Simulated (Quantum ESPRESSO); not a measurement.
# 1T-SnSe2, 3 layers, AA stacking: a series in the field along the normal, part 2 of 4

Wanted: a table for 1T-SnSe2, 3 layers, AA stacking against the field along the normal, and what can be fitted to it.

Quantum ESPRESSO 7.5; plane-wave DFT, PBE, GBRV ultrasoft pseudopotentials.

So far. Step 2 (Variable-cell relaxation of the reference):  The last row is no step: it is a fresh SCF in the final cell with a new plane-wave basis, +34 meV from the row before, a sign that the cell is biased by the basis (Pulay stress).

**3. Ground state, 0 V/Å**

The self-consistent run of this member.

Level of this step: plane-wave DFT, PBE, GBRV ultrasoft pseudopotentials (Quantum ESPRESSO 7.5).

Input file m0.scf.in:

```
&control
  prefix = 'm0.scf'
  outdir = './out'
  pseudo_dir = './pseudo'
  calculation = 'scf'
  tprnfor = .true.
  tefield = .true.
  dipfield = .true.
/
&system
  ibrav = 0
  nat = 9
  ntyp = 2
  ecutwfc = 40
  ecutrho = 200
  occupations = 'smearing'
  smearing = 'fd'
  degauss = 0.002
  edir = 3
  emaxpos = 0.97
  eopreg = 0.04
  eamp = 0.0
  nbnd = 45
/
&electrons
  conv_thr = 1e-09
  mixing_beta = 0.4
  electron_maxstep = 120
  mixing_mode = 'plain'
/
ATOMIC_SPECIES
  Se  78.9710  se_pbe_v1.uspp.F.UPF
  Sn  118.7100  sn_pbe_v1.4.uspp.F.UPF
CELL_PARAMETERS angstrom
  3.81364117500000 0.00000000000000 0.00000000000000
  -1.90682058800000 3.30271013900000 0.00000000000000
  0.00000000000000 0.00000000000000 29.73146712900000
ATOMIC_POSITIONS crystal
  Se  0.666666666700 0.333333333300 0.241578178700
  Sn  0.000000000000 0.000000000000 0.295528711000
  Se  0.333333333300 0.666666666700 0.349515168400
  Se  0.666666666700 0.333333333300 0.446038539900
  Sn  0.000000000000 0.000000000000 0.500000000000
  Se  0.333333333300 0.666666666700 0.553961460100
  Se  0.666666666700 0.333333333300 0.650484831600
  Sn  0.000000000000 0.000000000000 0.704471289000
  Se  0.333333333300 0.666666666700 0.758421821300
K_POINTS automatic
  6 6 1 0 0 0
```

Run with:

```console
$ OMP_NUM_THREADS=1 mpirun -n 4 pw.x -nk 2 -in m0.scf.in > m0.scf.out
```

Log:

```text
[banner, memory and clock lines left out]
Program PWSCF v.7.5 starts
[citation notice left out]

[...]
bravais-lattice index     =            0
     lattice parameter (alat)  =       7.2067  a.u.
     unit-cell volume          =    2527.1047 (a.u.)^3
     number of atoms/cell      =            9
     number of atomic types    =            2
     number of electrons       =        78.00
     number of Kohn-Sham states=           45
     kinetic-energy cutoff     =      40.0000  Ry
     charge density cutoff     =     200.0000  Ry
     scf convergence threshold =      1.0E-09
     mixing beta               =       0.4000
     number of iterations used =            8  plain     mixing
     Exchange-correlation=  SLA  PW   PBX  PBC
                           (   1   4   3   4   0   0   0)

[...]
PseudoPot. # 1 for Se read from file:
     ./pseudo/se_pbe_v1.uspp.F.UPF
     Pseudo is Ultrasoft + core correction, Zval =  6.0
     Generated by new atomic code, or converted to UPF format
     Using radial grid of  877 points,  6 beta functions with:
                l(1) =   0
                l(2) =   0
                l(3) =   1
                l(4) =   1
                l(5) =   2
                l(6) =   2
     Q(r) pseudized with  8 coefficients,  rinner =    1.300   1.300   1.300
                                                       1.300   1.300

     PseudoPot. # 2 for Sn read from file:
     ./pseudo/sn_pbe_v1.4.uspp.F.UPF
     Pseudo is Ultrasoft + core correction, Zval = 14.0
     Generated by new atomic code, or converted to UPF format
     Using radial grid of  891 points,  6 beta functions with:
                l(1) =   0
                l(2) =   0
                l(3) =   1
                l(4) =   1
                l(5) =   2
                l(6) =   2
     Q(r) pseudized with  8 coefficients,  rinner =    1.350   1.350   1.350
                                                       1.350   1.350

     atomic species   valence    mass     pseudopotential
     Se                6.00    78.97100     Se( 1.00)
     Sn               14.00   118.71000     Sn( 1.00)

     No symmetry found

[...]
number of k points=    20  Fermi-Dirac smearing, width (Ry)=  0.0020
[...]
Dense  grid:   120697 G-vectors     FFT dimensions: (  36,  36, 256)

     Smooth grid:    86501 G-vectors     FFT dimensions: (  30,  30, 240)

     Initial potential from superposition of free atoms

     starting charge      74.9994, renormalised to      78.0000

     negative rho (up, down):  2.440E-04 0.000E+00

     Adding external electric field

     Computed dipole along edir(3) :
        Dipole                0.0000 Ry au,          0.0000 Debye
        Dipole field          0.0000 Ry au,

        Potential amp.       -0.0000 Ry
        Total length         53.9370 bohr

     Starting wfcs are   51 randomized atomic wfcs

     per-process dynamical memory:    88.8 Mb

     Self-consistent Calculation

     iteration #  1     ecut=    40.00 Ry     beta= 0.40
     Davidson diagonalization with overlap
     ethr =  1.00E-02,  avg # of iterations =  2.9

     negative rho (up, down):  8.894E-05 0.000E+00

     Adding external electric field

     Computed dipole along edir(3) :
        Dipole               -0.0005 Ry au,         -0.0013 Debye
        Dipole field         -0.0000 Ry au,

        Potential amp.        0.0003 Ry
        Total length         53.9370 bohr

     total energy              =    -739.26497685 Ry
     estimated scf accuracy    <       1.42363897 Ry

     iteration #  2     ecut=    40.00 Ry     beta= 0.40
[...]
negative rho (up, down):  1.624E-04 0.000E+00

[...]
Dipole                0.0032 Ry au,          0.0082 Debye
[...]
total energy              =    -739.50338464 Ry
     estimated scf accuracy    <       0.21054337 Ry

     iteration #  3     ecut=    40.00 Ry     beta= 0.40
[...]
negative rho (up, down):  2.459E-04 0.000E+00

[...]
Dipole               -0.0110 Ry au,         -0.0281 Debye
[...]
total energy              =    -739.53657147 Ry
     estimated scf accuracy    <       0.02166756 Ry

     iteration #  4     ecut=    40.00 Ry     beta= 0.40
[...]
negative rho (up, down):  2.778E-04 0.000E+00

[...]
Dipole                0.0080 Ry au,          0.0203 Debye
[...]
total energy              =    -739.53441213 Ry
     estimated scf accuracy    <       0.04448661 Ry

     iteration #  5     ecut=    40.00 Ry     beta= 0.40
[...]
negative rho (up, down):  3.490E-04 0.000E+00

[...]
Dipole               -0.0304 Ry au,         -0.0773 Debye
[...]
total energy              =    -739.53880529 Ry
     estimated scf accuracy    <       0.00669328 Ry

     iteration #  6     ecut=    40.00 Ry     beta= 0.40
[...]
negative rho (up, down):  3.616E-04 0.000E+00

[...]
Dipole                0.0245 Ry au,          0.0623 Debye
[...]
total energy              =    -739.53909106 Ry
     estimated scf accuracy    <       0.00250945 Ry

[...]
iteration # 15     ecut=    40.00 Ry     beta= 0.40
[...]
negative rho (up, down):  3.867E-04 0.000E+00

[...]
Dipole               -0.0000 Ry au,         -0.0000 Debye
[...]
total energy              =    -739.53943190 Ry
     estimated scf accuracy    <       0.00000002 Ry

     iteration # 16     ecut=    40.00 Ry     beta= 0.40
[...]
negative rho (up, down):  3.868E-04 0.000E+00

[...]
Dipole                0.0000 Ry au,          0.0001 Debye
[...]
total energy              =    -739.53943190 Ry
     estimated scf accuracy    <          2.9E-09 Ry

     iteration # 17     ecut=    40.00 Ry     beta= 0.40
[...]
negative rho (up, down):  3.868E-04 0.000E+00

[...]
Dipole               -0.0000 Ry au,         -0.0000 Debye
[...]
total energy              =    -739.53943190 Ry
     estimated scf accuracy    <          1.2E-09 Ry

     iteration # 18     ecut=    40.00 Ry     beta= 0.40
[...]
negative rho (up, down):  3.868E-04 0.000E+00

[...]
Dipole                0.0001 Ry au,          0.0003 Debye
[...]
End of self-consistent calculation

          k = 0.0000 0.0000 0.0000 ( 10871 PWs)   bands (ev):

   -19.3681 -19.3681 -19.3659 -19.3659 -19.3658 -19.3658 -19.3325 -19.3290
   -19.3290 -19.3205 -19.3205 -19.3177 -19.3177 -19.3177 -19.3177 -11.8866
   -11.7752 -11.6849 -10.6474 -10.4515 -10.3054  -4.3393  -3.9573  -3.5712
    -0.1605   0.5566   1.2522   1.2522   1.3213   1.3213   1.3763   1.3763
     1.3770   1.6289   1.6289   1.7307   1.7307   1.7881   1.7881   3.0524
     3.6624   4.2361   4.9279   5.0111   5.0482

          k = 0.0000 0.1925 0.0000 ( 10821 PWs)   bands (ev):

   -19.3783 -19.3759 -19.3758 -19.3581 -19.3557 -19.3557 -19.3288 -19.3259
   -19.3259 -19.3237 -19.3205 -19.3204 -19.3199 -19.3172 -19.3172 -11.6214
   -11.5124 -11.4248 -10.4533 -10.2706 -10.1379  -4.2913  -4.0218  -3.7856
    -0.6797  -0.5365  -0.2221   0.1076   0.2431   0.5510   0.5681   0.6146
     0.6664   0.7420   1.1243   1.6295   1.6901   1.7808   1.8844   3.8465
     4.0469   4.2432   5.5776   5.8079   6.0975

[...]
the Fermi energy is     2.1980 ev

!    total energy              =    -739.53943190 Ry
     estimated scf accuracy    <          2.2E-10 Ry
     smearing contrib. (-TS)   =      -0.00000017 Ry
     internal energy E=F+TS    =    -739.53943173 Ry

     The total energy is F=E-TS. E is the sum of the following terms:
     one-electron contribution =   -2870.55134223 Ry
     hartree contribution      =    1466.81651862 Ry
     xc contribution           =    -307.41131654 Ry
     ewald contribution        =     971.60670842 Ry
     electric field correction =       0.00000000 Ry

     convergence has been achieved in  18 iterations

     negative rho (up, down):  3.868E-04 0.000E+00

     Forces acting on atoms (cartesian axes, Ry/au):

     atom    1 type  1   force =     0.00000002    0.00000004   -0.00328020
     atom    2 type  2   force =    -0.00000023   -0.00000055   -0.00207133
     atom    3 type  1   force =    -0.00000004   -0.00000001   -0.00132149
     atom    4 type  1   force =    -0.00000001    0.00000004    0.00098267
     atom    5 type  2   force =     0.00000012    0.00000028    0.00001255
     atom    6 type  1   force =    -0.00000003   -0.00000002   -0.00099402
     atom    7 type  1   force =     0.00000001    0.00000006    0.00131222
     atom    8 type  2   force =     0.00000014    0.00000011    0.00209050
     atom    9 type  1   force =     0.00000002    0.00000005    0.00326910

     Total force =     0.005961     Total SCF correction =     0.000063

[...]
```

Wall time 1.8 min (4 MPI ranks of Arm Neoverse V2, shared host); peak memory 0.83 GiB.

Numbers from this step:

- free energy: -10061.9466 eV
- Fermi energy: 2.198 eV
- dipole along the normal: 6.25e-5 e·Å
- valence top, on the run's zero: 1.884 eV
- conduction bottom, on the run's zero: 2.493 eV
- gap by band count: 0.6082 eV

**4. Potential by pp.x, 0 V/Å**

plot_num = 11 writes the bare and Hartree potential, from which vacuum levels or, in a crystal, the mean potential are read.

Input file m0.pot.in:

```
&inputpp
  prefix = 'm0.scf'
  outdir = './out'
  filplot = 'm0.pot.dat'
  plot_num = 11
/
```

Run with:

```console
$ OMP_NUM_THREADS=1 mpirun -n 4 pp.x -in m0.pot.in > m0.pot.out
```

Log:

```text
[banner, memory and clock lines left out]
Program POST-PROC v.7.5 starts

          URL

     ./out/m0.scf.save/

     IMPORTANT: XC functional enforced from input :
     Exchange-correlation= PBE
                           (   1   4   3   4   0   0   0)
     Any further DFT definition will be discarded
     Please, verify this is what you really want

     negative rho (up, down):  3.868E-04 0.000E+00

     Adding external electric field

     Computed dipole along edir(3) :
        Dipole                0.0001 Ry au,          0.0003 Debye
        Dipole field          0.0000 Ry au,

        Potential amp.       -0.0001 Ry
        Total length         53.9370 bohr

     Calling punch_plot, plot_num =  11

     Adding external electric field

     Computed dipole along edir(3) :
        Dipole                0.0001 Ry au,          0.0003 Debye
        Dipole field          0.0000 Ry au,

        Potential amp.       -0.0001 Ry
        Total length         53.9370 bohr

     Writing data to file  m0.pot.dat
     Message from routine chdens:
     namelist plot not found or invalid, exiting
```

Elapsed: 1.1 s, on 4 MPI ranks; peak memory 0.13 GiB.

Read from the output:

* slope of the potential above: 9.74e-5 eV/Å
* upper vacuum line continued to the top atoms, over the valence top: 5.863 eV
* slope of the potential below: -7.04e-5 eV/Å
* lower vacuum line continued to the bottom atoms, over the valence top: 5.864 eV
* vacuum level at the upper face over the valence top of the mesh: 5.864 eV
* vacuum level at the lower face over the valence top of the mesh: 5.865 eV

The potential energy, planar mean oscillates, so the rows of the table below give means over windows of 1 Å about each position, cut where the curve ends. Its maxima inside the range that stand out by 2 % of the span (Å: eV): 7.9: -3.90, 9.6: -3.92, 11.8: 4.70, 13.9: -4.04, 15.8: -4.04, 17.9: 4.70, 20.1: -3.92, 21.8: -3.90. Its minima: 7.2: -10.8, 8.8: -11.3, 10.3: -10.8, 13.2: -10.7, 14.9: -11.4, 16.5: -10.7, 19.4: -10.8, 20.9: -11.3, 22.5: -10.8.

Electrostatic potential energy of an electron, with the sawtooth; zero at the highest filled level of the SCF mesh. Table of potential energy, planar mean by z; means over each step:

```
z (Å)  potential energy, planar mean (eV)
    0                                5.86
    1                                5.86
    2                                5.86
    3                                5.86
    4                                5.86
    5                                5.77
    6                                4.11
    7                               -7.25
    8                               -6.13
    9                               -9.19
   10                               -7.35
   11                               -1.91
   12                                3.95
   13                               -6.52
   14                               -6.12
   15                               -9.52
   16                               -6.98
   17                               -3.03
   18                                4.11
   19                               -5.60
   20                               -6.22
   21                               -9.69
   22                               -6.57
   23                               -4.06
   24                                5.06
   25                                5.82
   26                                5.86
   27                                5.86
   28                                5.86
   29                                5.86
```

(Part 2 of 4 ends here.)

[Logs are printed without paths, hosts, clocks, repeated set-up lines and the standing remarks that a program may print on its own settings, such as how far it seeks lower states.]

[Hosts, paths, dates, database ids (printed as entryN), source tags and the programs' standing remarks are cut or masked in the printed files.]

[Maps of the electrostatic potential energy from Ansatz leave out the sawtooth potential of an applied field or a dipole correction, so their vacuum need not be flat; planar profiles and work functions include it.]
